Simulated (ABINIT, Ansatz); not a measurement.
# SrIBr (Pnma): bands and cutoff in G0W0 with ABINIT, part 2 of 2

What does each rung of G0W0 on SrIBr (Pnma) cost, and what does it buy?

ABINIT 10.8.3; LDA and many-body steps on it, plane waves. Known limits of the many-body steps: not at the basis limit; no spin-orbit coupling; coarse k mesh.

So far. Step 3 (Screening, 2×2×1 mesh, 84 bands, screening to 51.7 eV): Local fields lower ε∞ by 11 %. On a Γ-centred mesh this coarse the value itself is usually too large, while a short band sum pulls it down. Step 4 (84 bands, 51.7 eV): The gap on the mesh goes from 3.58 eV to 5.82 eV, a correction of +2.25 eV.

## Step 6: 166 bands, 98 eV

This step: G0W0 on LDA, plane waves, norm-conserving pseudopotentials.

The input, run.abi:

```
acell 3*1.0 Angstrom
rprim 
  8.169106000000 0.000000000000 0.000000000000
  0.000000000000 5.131914000000 0.000000000000
  0.000000000000 0.000000000000 11.030852000000
ntypat 3
znucl 38 53 35
natom 12
typat 1 1 1 1 2 2 2 2 3 3 3 3
xred 
  0.280131000000 0.750000000000 0.421100000000
  0.780131000000 0.750000000000 0.078900000000
  0.719869000000 0.250000000000 0.578900000000
  0.219869000000 0.250000000000 0.921100000000
  0.367160000000 0.750000000000 0.109521000000
  0.867160000000 0.750000000000 0.390479000000
  0.632840000000 0.250000000000 0.890479000000
  0.132840000000 0.250000000000 0.609521000000
  0.517796000000 0.750000000000 0.637160000000
  0.017796000000 0.750000000000 0.862840000000
  0.482204000000 0.250000000000 0.362840000000
  0.982204000000 0.250000000000 0.137160000000
pp_dirpath "pseudos"
pseudos "Sr.upf, I.upf, Br.upf"
ecut 31
ngkpt 2 2 1
nshiftk 1
shiftk 0 0 0
kptopt 1
chksymbreak 0
istwfk *1
occopt 1
irdwfk 1
optdriver 4
nband 166
gwcalctyp 0
ecutsigx 31
symsigma 1
nkptgw 1
kptgw 
  0.0000000000 0.0000000000 0.0000000000
bdgw 
  47 50
ecuteps 3.6
irdscr 1
ppmodel 1
indata_prefix "in"
outdata_prefix "out"
tmpdata_prefix "tmp"
```

On the command line:

```console
OMP_NUM_THREADS=1 mpirun -n 4 abinit run.abi > log
```

Numbers of over 12 decimals in the logs are rounded to 6 here.

The log of the run:

```text
.Version 10.8.3 of ABINIT. v10.8.2 released Aug 2026.

 Symmetries : space group Pn m a (# 62); Bravais oP (primitive ortho.)
[... echo of the input left out ...]
== DATASET  1 ==================================================================
-   mpi_nproc: 4, omp_nthreads: 1 (-1 if OMP is not activated)

--- !DatasetInfo
iteration_state: {dtset: 1, }
dimensions: {natom: 12, nkpt: 4, mband: 166, nsppol: 1, nspinor: 1, nspden: 1, mpw: 25776, }
cutoff_energies: {ecut:  31.0, pawecutdg:  -1.0, }
electrons: {nelect:   9.60000000E+01, charge:   0.00000000E+00, occopt:   1.00000000E+00, tsmear:   1.00000000E-02, }

 SIGMA: Calculation of the GW corrections

 Based on a program developped by R.W. Godby, V. Olevano, G. Onida, and L. Reining.
 Incorporated in ABINIT by V. Olevano, G.-M. Rignanese, and M. Torrent.
.Using double precision arithmetic ; gwpc =  8

[... cell and pseudopotentials left out ...]
--------------------------------------------------------------------------------

 ==== K-mesh for the wavefunctions ====
 Number of points in the irreducible wedge :     4
[... list of points left out ...]
 Together with  8 symmetry operations and time-reversal symmetry
 yields     4 points in the full Brillouin Zone.

 ==== Q-mesh for screening function ====
 Number of points in the irreducible wedge :     4
[... list of points left out ...]
 Together with  8 symmetry operations and time-reversal symmetry
 yields     4 points in the full Brillouin Zone.

 vcoul_init : cutoff-mode = AUXILIARY_FUNCTION
 q-points for optical limit:   1
     1)      0.000010    0.000020    0.000030
 setmesh: FFT mesh size selected  =    80x   50x  108
          total number of points  =       432000

 Number of electrons calculated from density =   96.0000; Expected =   96.0000
[...]
number of k-points in IBZ                           4
 number of q-points in IBZ                           4
 number of symmetry operations                       8
 number of k-points in BZ                            4
 number of q-points in BZ                            4
 number of frequencies for dSigma/dE                 9
 frequency step for dSigma/dE [eV]                0.25
 number of omega for Sigma on real axis              0
 max omega for Sigma on real axis  [eV]           0.00
 zcut for avoiding poles [eV]                     0.10

 EPSILON^-1 parameters (SCR file):
 dimension of the eps^-1 matrix on file            993
 dimension of the eps^-1 matrix used               993
 number of plane-waves for wavefunctions         25715
 number of bands                                   166
 number of q-points in IBZ                           4
 number of frequencies                               2
 number of real frequencies                          1
 number of imag frequencies                          1

 matrix elements of self-energy operator (all in [eV])

 Perturbative Calculation

--- !SelfEnergy_ee
iteration_state: {dtset: 1, }
kpoint     : [   0.000,    0.000,    0.000, ]
spin       : 1
KS_gap     :    3.576
QP_gap     :    5.331
Delta_QP_KS:    1.755
data: !SigmaeeData |
     Band     E0 <VxcDFT>   SigX SigC(E0)      Z dSigC/dE  Sig(E)    E-E0       E
       47   1.380 -12.099 -15.227   2.584   0.808  -0.238 -12.539  -0.440   0.940
       48   1.471 -11.638 -14.603   2.441   0.811  -0.234 -12.063  -0.425   1.046
       49   5.047  -7.825  -3.556  -2.692   0.844  -0.185  -6.495   1.330   6.377
       50   5.551  -8.286  -3.771  -2.684   0.840  -0.191  -6.749   1.537   7.088

== END DATASET(S) ==============================================================
================================================================================

 -outvars: echo values of variables after computation  --------
           etotal      0.0000000000E+00
            nband         166
             nkpt           4
          spgroup          62
 [... the other variables as echoed above ...]

 Calculation completed.
```

Run time: 32 s. Hardware: 4 MPI ranks of Arm Neoverse V2, shared host; peak memory 3.2 GiB.

Numbers from this step:

| Item | Value |
| --- | --- |
| G0W0 gap on the points computed | 5.331 eV |
| starting gap on the mesh | 3.576 eV |
| k of the valence top | 0, 0, 0 |
| k of the conduction bottom | 0, 0, 0 |
| Z at the valence top | 0.811 |
| Z at the conduction bottom | 0.844 |
| least direct G0W0 gap on the computed points | 5.331 eV |

Against G0W0 in ABINIT (2×2×1 mesh, 84 bands, screening to 51.7 eV, Godby-Needs plasmon pole), the gap moves by −0.493 eV.

## Step 7: Screening, 2×2×1 mesh, 338 bands, screening to 149.7 eV

This step: RPA screening on LDA, plane waves, norm-conserving pseudopotentials.

Edit run.abi of step 6 so:

```diff
@@ -33,15 +33,8 @@
 irdwfk 1
-optdriver 4
-nband 166
-gwcalctyp 0
-ecutsigx 31
-symsigma 1
-nkptgw 1
-kptgw 
-  0.0000000000 0.0000000000 0.0000000000
-bdgw 
-  47 50
-ecuteps 3.6
-irdscr 1
-ppmodel 1
+optdriver 3
+nband 338
+ecuteps 5.5
+inclvkb 2
+awtr 1
+symchi 1
 indata_prefix "in"
```

The log of the run:

```text
.Version 10.8.3 of ABINIT. v10.8.2 released Aug 2026.

 Symmetries : space group Pn m a (# 62); Bravais oP (primitive ortho.)
[... echo of the input left out ...]
== DATASET  1 ==================================================================
-   mpi_nproc: 4, omp_nthreads: 1 (-1 if OMP is not activated)

--- !DatasetInfo
iteration_state: {dtset: 1, }
dimensions: {natom: 12, nkpt: 4, mband: 338, nsppol: 1, nspinor: 1, nspden: 1, mpw: 25776, }
cutoff_energies: {ecut:  31.0, pawecutdg:  -1.0, }
[...]
--------------------------------------------------------------------------------
[... chi0 elements left out ...]
 For q-point:  0.000010 0.000020 0.000030
  dielectric constant =   3.7257
  dielectric constant without local fields =   4.4528

  Average fulfillment of the sum rule on Im[epsilon] for q-point    1 :     81.50  [%]
[... wings left out ...]
  q-point number  2        q = ( 0.500000, 0.000000, 0.000000) [r.l.u.]
--------------------------------------------------------------------------------
[... chi0 elements left out ...]
  Average fulfillment of the sum rule on Im[epsilon] for q-point    2 :     85.79  [%]

 [... 2 further q-points ...]
```

It took 17 min on 4 MPI ranks; peak memory 8.4 GiB; 67 min of CPU time.

Numbers from this step:

```yaml
eps_infinity_with_local_fields_on_this_mesh_along_the_program_s_q_direction: 3.726
the_same_without_local_fields: 4.453
plasma_frequency: 16.92 eV
plane_waves_in_the_screening_matrix: 1917
```

## Step 8: 338 bands, 149.7 eV

This step: G0W0 on LDA, plane waves, norm-conserving pseudopotentials.

Edit run.abi of step 7 so:

```diff
@@ -33,8 +33,15 @@
 irdwfk 1
-optdriver 3
+optdriver 4
 nband 338
+gwcalctyp 0
+ecutsigx 31
+symsigma 1
+nkptgw 1
+kptgw 
+  0.0000000000 0.0000000000 0.0000000000
+bdgw 
+  47 50
 ecuteps 5.5
-inclvkb 2
-awtr 1
-symchi 1
+irdscr 1
+ppmodel 1
 indata_prefix "in"
```

The log of the run:

```text
.Version 10.8.3 of ABINIT. v10.8.2 released Aug 2026.

 Symmetries : space group Pn m a (# 62); Bravais oP (primitive ortho.)
[... echo of the input left out ...]
== DATASET  1 ==================================================================
-   mpi_nproc: 4, omp_nthreads: 1 (-1 if OMP is not activated)

--- !DatasetInfo
iteration_state: {dtset: 1, }
dimensions: {natom: 12, nkpt: 4, mband: 338, nsppol: 1, nspinor: 1, nspden: 1, mpw: 25776, }
cutoff_energies: {ecut:  31.0, pawecutdg:  -1.0, }
[...]
48   1.471 -11.638 -14.603   1.977   0.803  -0.246 -12.431  -0.793   0.678
       49   5.047  -7.825  -3.556  -3.037   0.838  -0.193  -6.792   1.033   6.080
       50   5.551  -8.286  -3.771  -3.092   0.833  -0.200  -7.100   1.186   6.737

== END DATASET(S) ==============================================================
================================================================================

 -outvars: echo values of variables after computation  --------
           etotal      0.0000000000E+00
            nband         338
             nkpt           4
          spgroup          62
 [... the other variables as echoed above ...]

 Calculation completed.
```

Wall time 3.4 min (4 MPI ranks); peak memory 8.9 GiB.

This step gave:

| Item | Value |
| --- | --- |
| G0W0 gap on the points computed | 5.402 eV |
| starting gap on the mesh | 3.576 eV |
| k of the valence top | 0, 0, 0 |
| k of the conduction bottom | 0, 0, 0 |
| least direct G0W0 gap on the computed points | 5.402 eV |

Against G0W0 in ABINIT (2×2×1 mesh, 166 bands, screening to 98 eV, Godby-Needs plasmon pole), the gap moves by +0.071 eV.

## Step 9: The runs together

Times are wall times on 4 MPI ranks of Arm Neoverse V2, shared host, good to a factor of about two. A run's time includes the screening step that it read.

```
                run   mesh  bands  screening cutoff (eV)  DFT gap (eV)  gap on the mesh (eV)  direct (eV)  ε∞ used     time
  84 bands, 51.7 eV  2×2×1     84                   51.7         3.576                 5.824        5.824     3.56     96 s
   166 bands, 98 eV  2×2×1    166                     98         3.576                 5.331        5.331     3.71  5.8 min
338 bands, 149.7 eV  2×2×1    338                  149.7         3.576                 5.402        5.402     3.73   20 min
```

## Step 10: Summary of results

```yaml
84_bands_51p7_ev: 5.824 eV
166_bands_98_ev: 5.331 eV
338_bands_149p7_ev: 5.402 eV
known_limits: not at the basis limit; no spin-orbit coupling; coarse k mesh
```

From the first rung to the last the gap moves by −0.42 eV for 13 times the time. The gap turns back along the series, so no limit is drawn from it. In the G0W0 runs levels were corrected at 1 k point alone, so a gap called «on the mesh» is the least over those, and an edge elsewhere would be missed. The 2×2×1 mesh is coarse for this cell, which bears on the long-range parts of exchange and screening. The many-body steps are scalar-relativistic: spin-orbit coupling is not in them.

[Paths, hosts, dates, memory and timing lines, banners, echoed tables and standing remarks are left out of the program output.]

[Logs are printed without paths, hosts, clocks, repeated set-up lines and the standing remarks that a program may print on its own settings, such as how far it seeks lower states.]

[Runs of the session that timed out or met a known fault of the program may be left out.]

[Hosts, paths, dates, database ids (printed as entryN), source tags and the programs' standing remarks are cut or masked in the printed files.]

[G0W0 gaps are taken among the corrected bands and points alone; a level outside them can change the order at an edge.]

[Where Ansatz stands beside ABINIT at settings called matched, ABINIT's density can come from a denser mesh and the files from another edition; pairs whose starting gaps differed by over 0.03 eV were left out, so agreement reads better than it is.]
